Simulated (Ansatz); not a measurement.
# Debugging a many-body input for LaGaO3 (R-3c)

A first try at the G0W0 gap of LaGaO3 (R-3c), what the program said, and an input that works.

Main program and level: Ansatz 0.2.0; G0W0 on LDA, plane waves, PAW.

### Step 1. Starting point

It takes space group R-3c (No. 167, trigonal). Conventional cell: a = 5.543 Å, b = 5.543 Å, c = 13.433 Å, α = 90.00°, β = 90.00°, γ = 120.00°. Nearest to La lie 12 O at 2.47 to 3.08 Å. Nearest to Ga lie 6 O at 1.98 Å. Nearest to O lie 2 Ga at 1.98 Å and 4 La at 2.47 to 3.08 Å. Farther neighbours, and contacts between anions beyond the nearest, are not listed.

The cell and positions come from the Crystallography Open Database and are kept as given unless a step says otherwise. The default PAW set here is soft_2. Its files were made with PBE.

### Step 2. First try

Contents of input.yaml:

```yaml
crystal:
  lattice:
    - [2.77145, 1.6000974035, 4.4776]
    - [-2.77145, 1.6000974035, 4.4776]
    - [0.0, -3.2001948071, 4.4776]
  atoms:
    - { symbol: La, position: [0.25, 0.25, 0.25] }
    - { symbol: La, position: [0.75, 0.75, 0.75] }
    - { symbol: Ga, position: [0.0, 0.0, 0.0] }
    - { symbol: Ga, position: [0.5, 0.5, 0.5] }
    - { symbol: O, position: [0.8048, 0.6952, 0.25] }
    - { symbol: O, position: [0.25, 0.8048, 0.6952] }
    - { symbol: O, position: [0.6952, 0.25, 0.8048] }
    - { symbol: O, position: [0.1952, 0.3048, 0.75] }
    - { symbol: O, position: [0.75, 0.1952, 0.3048] }
    - { symbol: O, position: [0.3048, 0.75, 0.1952] }
kpoints:
  mp_grid: { grid: [2, 2, 2] }
hamiltonian:
  xc: lda
scf:
  occupations: { method: fixed }
gw:
  n_empty_bands: 125
  ecut_chi: 60
  qp_bands: [v3, c3]
  qp_kpoints: band_edges
  screening: { model: ppm }
```

On the command line:

```bash
$ ansatz run input.yaml --threads 3 --pin off --max-ram 92160MiB --backend cpu --events-out ev --progress --plain --runs-dir out
```

Log:

```text
Error: YAML parse error: error: line 28 column 23: unknown variant `ppm`, expected one of godby_needs, contour_deformation
  --> <input>:28:23
   |
26 |   qp_bands: [v3, c3]
27 |   qp_kpoints: band_edges
28 |   screening: { model: ppm }
   |                       ^ unknown variant `ppm`, expected one of godby_needs, contour_deformation
```

Wall time 0.07 s (3 threads of AMD EPYC 7R13 (Zen 3), shared host); peak memory 0.027 GiB; 0.06 s of CPU time.

Q: What is the fault?

The input was rejected at the start.

The program's message: “Error: YAML parse error: error: line 28 column 23: unknown variant `ppm`, expected one of godby_needs, contour_deformation”

The fault: unknown screening model. The program knows two models, a plasmon pole and contour deformation.

### Step 3. A better input

G0W0 replaces the xc potential by the self-energy, built once from these orbitals. Only a window of levels is corrected, while the sums run over the empty bands that the input names.

input.yaml, as its differences from that of step 2:

```diff
@@ -23,6 +23,6 @@
 gw:
-  n_empty_bands: 125
-  ecut_chi: 60
+  n_empty_bands: 303
+  ecut_chi: 108
   qp_bands: [v3, c3]
   qp_kpoints: band_edges
-  screening: { model: ppm }
+  screening: { model: contour_deformation }
```

On the command line:

```bash
$ ansatz run input.yaml --threads 3 --pin off --max-ram 92160MiB --backend cuda --events-out ev --progress --plain --runs-dir out --devices 1 --max-vram 13GiB
```

Log:

```text
GPUs: using 1 of 1 available (devices: 1).
[...]
concurrent solve slots: 2 of 3 are kept, ahead of what memory takes: no pass of the eigensolver takes more rounds on 2
device memory: the entry about to start is reckoned to put 1.9 GiB on a device that reports 20.6 GiB free (of which the cap on the GPU budget leaves the run 13.0 GiB)
GPU FFT provider: cuFFT
GPU libraries: cuBLAS 13.8.2, cuFFT 12.4.0, cuSOLVER 12.3.4
Crystal: 10 atoms, lattice volume = 119.138 Å³
Basis set: ecut = 420 eV, 2319 PW (Γ)
Bands: 52, of which v1, the nominal top of the filled ones, is band 42 counted from 1 (41 counted from 0)
Symmetry: 12 space group operations
[...]
k-points: 4 of 8
[...]
GPU buffer pool allocated for 64000 grid points (all kernels)
GPU transforms: local potential and band sums: pruned to the plane-wave sphere, on 40×40×40
[...]
1    44     15.1315   -18.8069    -9.5492   -32.0759  0.7274    19.4554    18.8512  root ?
     1    45     15.1776   -19.0226    -9.7212   -32.5064  0.7240    19.5637    18.9403  root ?
[...]
2    42     10.7714   -26.2330     4.7167   -21.1896  0.7560    10.4434    10.4447  root
     2    43     15.1217   -19.5129   -10.0351   -33.4433  0.7208    19.6849    19.0169  root ?
     2    44     15.1331   -19.5258   -10.0001   -33.4114  0.7210    19.6834    19.0187  root ?
     2    45     15.1486   -19.4624    -9.9792   -33.3121  0.7210    19.6792    19.0191  root ?
     3    40     10.2406   -26.1000     4.6847   -21.0493  0.7559     9.8729     9.8746  root
     3    41     10.2406   -26.1000     4.6847   -21.0493  0.7559     9.8729     9.8746  root
     3    42     10.2406   -26.1000     4.6847   -21.0493  0.7559     9.8729     9.8746  root
     3    43     15.2126   -19.5628    -9.9629   -33.3764  0.7201    19.7208    19.0633  root ?
     3    44     15.2126   -19.5628    -9.9629   -33.3764  0.7201    19.7208    19.0633  root ?
     3    45     15.2292   -19.0186    -9.6784   -32.4235  0.7232    19.5770    18.9555  root ?
[key lines of the parts left out:]
SCF converged after 7 iterations
Free energy (F): -22910.285930 eV
Fermi energy:    10.771450 eV
```

It took 11 s on 1 × NVIDIA H100 80GB HBM3 (shared by 6 runs) with 3 threads; peak memory 1.2 GiB; 13 s of CPU time.

This step gave:

```
bands summed                                 : 345
RPA ε∞ on this mesh (eigenvalues)            : 5.654, 5.735, 5.735
plane waves in the screening matrix          : 313
q-points in the mesh                         : 8
G0W0 gap on the mesh                         : 5.127 eV
k of the valence top                         : 0, -0.5, -0.5
k of the conduction bottom                   : 0, 0, 0
starting gap on the mesh                     : 3.475 eV
Z at the valence top                         : 0.7560
Z at the conduction bottom                   : 0.8112
least direct G0W0 gap on the computed points : 5.246 eV
```

The gap on the mesh goes from 3.47 eV to 5.13 eV, a correction of +1.65 eV. Between the two edge states, bare exchange in place of the xc potential would open the gap by 10.48 eV, and correlation takes back 8.82 eV.

### Step 4. What came out

| Property | Result |
| --- | --- |
| first try | refused after 0.07 s |
| better run | G0W0 gap on the mesh 5.13 eV (2×2×2 mesh, 303 empty bands, screening to 108 eV) |

**Reading.** The second run differs in: empty bands, screening cutoff (eV) and frequency model. Bands and cutoff are finite, so the gap stands short of the basis limit, usually by up to a few tenths of an eV; the mesh is an error of its own. The 2×2×2 mesh is coarse for this cell (its supercell is 11 Å along the shortest edge). The RPA ε∞ on it, from the LDA start, is 5.65 and 5.74; such meshes misread the long-range screening, most where the gap is narrow. Empty 4f levels lie near the conduction edge, and their corrections are unsure with these files. The many-body steps are scalar-relativistic: spin-orbit coupling is not in them.

[Long decimals in the printed logs are rounded to 6 places.]

[Logs are printed without paths, hosts, clocks, repeated set-up lines and the standing remarks that a program may print on its own settings, such as how far it seeks lower states.]

[Paths, hosts, dates, memory and timing lines, banners, echoed tables and standing remarks are left out of the program output; an Ansatz launch command may be rebuilt from the run's recorded settings. Measured values are a selection of at most five: reports struck by readers or far from the other reports are left out. None is set beside runs whose start may be inverted or whose files or cutoffs have a known fault.]

[Runs of the session that timed out or met a known fault of the program may be left out.]

[Cells called generated may have been cut or substituted from an entry of the Crystallography Open Database or the Materials Project.]

[Hosts, paths, dates, database ids (printed as entryN), source tags and the programs' standing remarks are cut or masked in the printed files.]

[Where the starting crystal was built by hand or by swapping elements, it need not be the compound's stable phase.]
